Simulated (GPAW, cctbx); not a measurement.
## Te3Pb4Se: the scripts behind a bonding study

Short scripts, each with its output. The cell is our own: ordered rocksalt alloy in the eight-atom cube, 3 of 4 Se sites given to Te.

## Step 1: Relax the structure

```text
cell
1.0
     6.472500000    0.000000000    0.000000000
     0.000000000    6.472500000    0.000000000
     0.000000000    0.000000000    6.472500000
Te Pb Se
3 4 1
Direct
0.000000000 0.000000000 0.500000000
0.000000000 0.500000000 0.000000000
0.500000000 0.000000000 0.000000000
0.500000000 0.000000000 0.500000000
0.500000000 0.500000000 0.000000000
0.000000000 0.000000000 0.000000000
0.000000000 0.500000000 0.500000000
0.500000000 0.500000000 0.500000000
```

```python
from ase.constraints import FixSymmetry
from ase.filters import FrechetCellFilter
from ase.io import read, write
from ase.optimize import BFGS
from ase.parallel import parprint
from gpaw import GPAW, PW, FermiDirac

atoms = read("start.vasp")
atoms.set_constraint(FixSymmetry(atoms))
atoms.calc = GPAW(mode=PW(650), xc="PBE", kpts={"size": (3, 3, 3), "gamma": True},
                 occupations=FermiDirac(0.02), maxiter=160, symmetry={"tolerance": 1e-5}, txt="relax.txt")
BFGS(FrechetCellFilter(atoms), maxstep=0.15).run(fmax=0.02, steps=60)
parprint("cell  %.4f %.4f %.4f  %.2f %.2f %.2f" % tuple(atoms.cell.cellpar()))
parprint("volume %.3f A^3, largest force %.3f eV/A, largest stress %.2f GPa" % (atoms.get_volume(), abs(atoms.get_forces()).max(), 160.218 * abs(atoms.get_stress()).max()))
atoms.set_constraint()
write("relaxed.vasp", atoms, direct=True)
```

```console
$ OMP_NUM_THREADS=1 mpirun -n 4 gpaw python run.py > gpaw.log
```

```text
      Step        Energy          fmax
BFGS:    0      -32.014828        0.014619
cell  6.4725 6.4725 6.4725  90.00 90.00 90.00
volume 271.154 A^3, largest force 0.000 eV/A, largest stress 0.07 GPa
```

Time: 15 s on 4 cores of Arm Neoverse V2 (shared host), peak memory 1.3 GiB.

## Step 2: Build the all-electron density and subtract free atoms

```text
cell
1.0
     6.472500000    0.000000000    0.000000000
     0.000000000    6.472500000    0.000000000
     0.000000000    0.000000000    6.472500000
Pb Te Se
4 3 1
Direct
0.500000000 0.000000000 0.500000000
0.500000000 0.500000000 0.000000000
0.000000000 0.000000000 0.000000000
0.000000000 0.500000000 0.500000000
0.000000000 0.000000000 0.500000000
0.000000000 0.500000000 0.000000000
0.500000000 0.000000000 0.000000000
0.500000000 0.500000000 0.500000000
```

```python
import numpy as np
from ase.io import read
from ase.units import Bohr
from gpaw import GPAW, PW, FermiDirac
from gpaw.calculator import GPAW as OldGPAW
from gpaw.mpi import serial_comm, world
from scipy.special import erfc
from scipy.spatial import cKDTree

atoms = read("cell.vasp")
atoms.calc = GPAW(mode=PW(600), xc="PBE", kpts={"size": (4, 4, 4), "gamma": True},
                 occupations=FermiDirac(0.02), maxiter=160, symmetry={"tolerance": 1e-5}, txt="scf.txt")
atoms.get_potential_energy()
rho = atoms.calc.get_all_electron_density(gridrefinement=2)
moments = atoms.get_magnetic_moments() if atoms.calc.get_number_of_spins() == 2 else np.zeros(len(atoms))
total = atoms.get_magnetic_moment() if moments.any() else 0.0
if world.rank == 0:
    free = OldGPAW(mode=PW(600), xc="PBE", txt=None, communicator=serial_comm)
    neutral = atoms.copy()
    neutral.set_initial_magnetic_moments(None)
    free.initialize(neutral)
    free.set_positions(neutral)
    drho = rho - free.get_all_electron_density(gridrefinement=2)
    # GPAW starts from confined atoms: exchange their smooth part for that of the datasets' free atoms
    h = np.stack(np.meshgrid(*[np.fft.fftfreq(n, 1 / n) for n in drho.shape], indexing="ij"), -1)
    gabs = np.linalg.norm(h @ atoms.cell.reciprocal(), axis=-1)
    tails = np.fft.fftn(free.get_pseudo_density(gridrefinement=2))
    g, form, v0 = np.linspace(0, gabs.max(), 1500), {}, 0
    for e in set(atoms.symbols):
        idx = atoms.symbols.search(e)
        d = free.setups[idx[0]].data
        r, w = d.rgd.r_g * Bohr, d.rgd.r_g**2 * d.rgd.dr_g
        j0 = np.sinc(2 * g[:, None] * r)
        smooth = sum(f * p**2 for f, p in zip(d.f_j, d.phit_jg)) + np.sqrt(4 * np.pi) * d.nct_g
        full = sum(f * p**2 for f, p in zip(d.f_j, d.phi_jg)) + np.sqrt(4 * np.pi) * d.nc_g
        phase = sum(np.exp(-2j * np.pi * h @ s) for s in atoms.get_scaled_positions()[idx])
        tails -= np.interp(gabs, g, j0 @ (smooth * w)) * phase * drho.size / atoms.get_volume()
        form[e] = j0 @ (full * w)
        v0 += 2 * np.pi / 3 * 14.3996 * (full * w * r**2).sum() * len(idx)  # V A^3
    tails *= 0.5 * erfc((gabs - 1.8) / 0.25)  # the tails differ at long wavelengths alone
    drho += np.fft.ifftn(tails).real  # crystal minus superposed spherical free atoms
    np.save("drho.npy", drho)
    dv = atoms.get_volume() / drho.size
    print("grid", drho.shape, " electrons %.3f" % (rho.sum() * dv), " moved by bonding %.3f e" % (abs(drho).sum() * dv / 2))
    pts = np.indices(drho.shape).reshape(3, -1).T / drho.shape @ atoms.cell
    shifts = (np.indices((3, 3, 3)).reshape(3, -1).T - 1) @ atoms.cell
    images = (atoms.positions[None] + shifts[:, None]).reshape(-1, 3)
    dist, idx = cKDTree(images).query(pts, k=4)
    out = drho.ravel()[dist[:, 0] > 0.5]
    print("deformation density beyond 0.5 A of the nuclei: max %.3f, min %.3f e/A^3" % (out.max(), out.min()))
    tie = dist < dist[:, :1] + 1e-4
    q = -np.bincount((idx % len(atoms))[tie], (drho.ravel()[:, None] / tie.sum(1, keepdims=True) * tie)[tie], len(atoms)) * dv
    print("atom        x       y       z   Voronoi charge  moment")
    for a, s, c, m in zip(atoms, atoms.get_scaled_positions(), q, moments):
        print("%-2s%-3d %7.4f %7.4f %7.4f %10.3f %10.2f" % (a.symbol, a.index + 1, *s, c, m))
    np.savez("free.npz", g=g, **form)
    print("mean inner potential of superposed free atoms %.3f V" % (v0 / atoms.get_volume()))
    print("total magnetic moment %.3f muB" % total)
```

```console
$ OMP_NUM_THREADS=1 mpirun -n 4 gpaw python run.py > gpaw.log
```

```text
grid (80, 80, 80)  electrons 518.000  moved by bonding 1.449 e
deformation density beyond 0.5 A of the nuclei: max 0.038, min -0.033 e/A^3
atom        x       y       z   Voronoi charge  moment
Pb1    0.5000  0.0000  0.5000      0.275       0.00
Pb2    0.5000  0.5000  0.0000      0.275       0.00
Pb3    0.0000  0.0000  0.0000      0.227       0.00
Pb4    0.0000  0.5000  0.5000      0.275       0.00
Te5    0.0000  0.0000  0.5000     -0.235       0.00
Te6    0.0000  0.5000  0.0000     -0.235       0.00
Te7    0.5000  0.0000  0.0000     -0.235       0.00
Se8    0.5000  0.5000  0.5000     -0.347       0.00
mean inner potential of superposed free atoms 16.373 V
total magnetic moment 0.000 muB
```

Time: 28 s.

## Step 3: Fourier-transform the difference

```python
from cctbx import adptbx, crystal, miller, xray
from cctbx.eltbx import tiny_pse
import numpy as np

cs = crystal.symmetry(unit_cell=(6.4725, 6.4725, 6.4725, 90, 90, 90), space_group_symbol='Hall: -P 4 2 3')  # Pm-3m
atoms = [  # label, site, U (iso, or U11 U22 U33 U12 U13 U23 in A^2), occupancy
    ("Pb1", (0.5, 0, 0.5), 0.0000, 1),
    ("Pb2", (0, 0, 0), 0.0000, 1),
    ("Te1", (0, 0, 0.5), 0.0000, 1),
    ("Se1", (0.5, 0.5, 0.5), 0.0000, 1),
]
xs = xray.structure(crystal_symmetry=cs)
for label, site, u, occ in atoms:
    u = adptbx.u_cif_as_u_star(cs.unit_cell(), u) if isinstance(u, tuple) else u
    xs.add_scatterer(xray.scatterer(label, site=site, u=u, occupancy=occ))
xs.scattering_type_registry(table="wk1995")
drho = np.load("drho.npy")
T = np.array([[1, 0, 0], [0, 1, 0], [0, 0, 1]])  # conventional axes in terms of the primitive ones
dF = np.fft.ifftn(drho) * 271.15410  # electrons a conventional cell, indexed by primitive hkl
ms = miller.build_set(cs, anomalous_flag=False, d_min=0.9).sort("resolution")
iam = ms.structure_factors_from_scatterers(xs, algorithm="direct").f_calc()
p1 = xs.expand_to_p1()
z = np.array([tiny_pse.table(sc.scattering_type).atomic_number() for sc in p1.scatterers()])
x = np.array(p1.sites_frac())
free = np.load("free.npz")
print("static structure factors of the conventional cell: F in electrons, V (Mott-Bethe) in volts")
print("   h  k  l      d  |F| table  |F| free   |F| DFT   change   |V| free  |V| DFT  change %")
for h, d, table in list(zip(ms.indices(), ms.d_spacings().data(), iam.data()))[:26]:
    df = dF[tuple(np.rint(np.linalg.solve(T, h)).astype(int))]
    phase = np.exp(2j * np.pi * x @ h)
    f = sum(np.interp(1 / d, free["g"], free[sc.scattering_type]) * p for sc, p in zip(p1.scatterers(), phase))
    fz = (z * phase).sum()
    c = 14.3996 * d * d / (np.pi * cs.unit_cell().volume())
    v0, v1 = abs(fz - f) * c, abs(fz - f - df) * c
    print("%4d%3d%3d %7.4f %9.3f %9.3f %9.3f %8.3f %9.3f %8.3f %8s" % (h + (d, abs(table), abs(f), abs(f + df), abs(f + df) - abs(f), v0, v1, "%.1f" % (100 * (v1 / v0 - 1)) if v0 > 0.02 else "-")))
```

```console
$ python run.py
```

```text
static structure factors of the conventional cell: F in electrons, V (Mott-Bethe) in volts
   h  k  l      d  |F| table  |F| free   |F| DFT   change   |V| free  |V| DFT  change %
   0  1  0  6.4725    17.164    17.186    17.152   -0.034     0.576    0.601      4.2
   0  1  1  4.5767    16.525    16.551    16.479   -0.073     0.513    0.539      5.0
   1  1  1  3.7369   132.117   131.780   131.116   -0.664     1.468    1.625     10.7
   0  2  0  3.2363   455.702   455.609   455.882    0.272    11.046   10.997     -0.4
   0  2  1  2.8946    15.215    15.224    15.178   -0.047     0.393    0.400      1.7
   1  2  1  2.6424    14.884    14.892    14.837   -0.055     0.367    0.373      1.8
   0  2  2  2.2884   419.849   419.844   419.641   -0.204     8.689    8.707      0.2
   1  2  2  2.1575    14.050    14.067    14.034   -0.033     0.309    0.312      0.8
   0  3  0  2.1575    14.050    14.067    14.120    0.053     0.309    0.305     -1.3
   0  3  1  2.0468    13.809    13.831    13.880    0.048     0.295    0.292     -1.2
   1  3  1  1.9515   120.278   120.180   120.581    0.401     1.147    1.121     -2.2
   2  2  2  1.8684   394.253   394.228   393.926   -0.302     7.304    7.322      0.2
   0  3  2  1.7951    13.169    13.201    13.223    0.022     0.261    0.260     -0.5
   1  3  2  1.7298    12.977    13.011    13.032    0.021     0.252    0.251     -0.4
   0  4  0  1.6181   374.087   374.011   374.385    0.373     6.373    6.356     -0.3
   2  3  2  1.5698    12.452    12.488    12.501    0.013     0.230    0.229     -0.2
   0  4  1  1.5698    12.452    12.488    12.517    0.030     0.230    0.228     -0.5
   1  4  1  1.5256    12.292    12.327    12.350    0.023     0.223    0.222     -0.4
   0  3  3  1.5256    12.292    12.327    12.356    0.029     0.223    0.222     -0.5
   1  3  3  1.4849   111.209   111.221   111.330    0.109     0.998    0.994     -0.4
   0  4  2  1.4473   357.328   357.202   357.319    0.117     5.693    5.689     -0.1
   1  4  2  1.4124    11.847    11.880    11.899    0.019     0.206    0.206     -0.3
   2  3  3  1.3799    11.709    11.742    11.758    0.016     0.201    0.201     -0.3
   2  4  2  1.3212   342.937   342.784   342.807    0.024     5.170    5.169     -0.0
   0  4  3  1.2945    11.323    11.357    11.375    0.018     0.188    0.188     -0.3
   0  5  0  1.2945    11.323    11.357    11.366    0.010     0.188    0.188     -0.1
```

Time: 0.28 s on 1 core of Arm Neoverse V2 (shared host), peak memory 0.09 GiB.

[Outputs are excerpts: Python notices, other lines and further rows are left out; steps that failed or that the build refused (PBEsol, TPSS) are not shown.]

[Logs are printed without paths, hosts, clocks, repeated set-up lines and the standing remarks that a program may print on its own settings, such as how far it seeks lower states.]
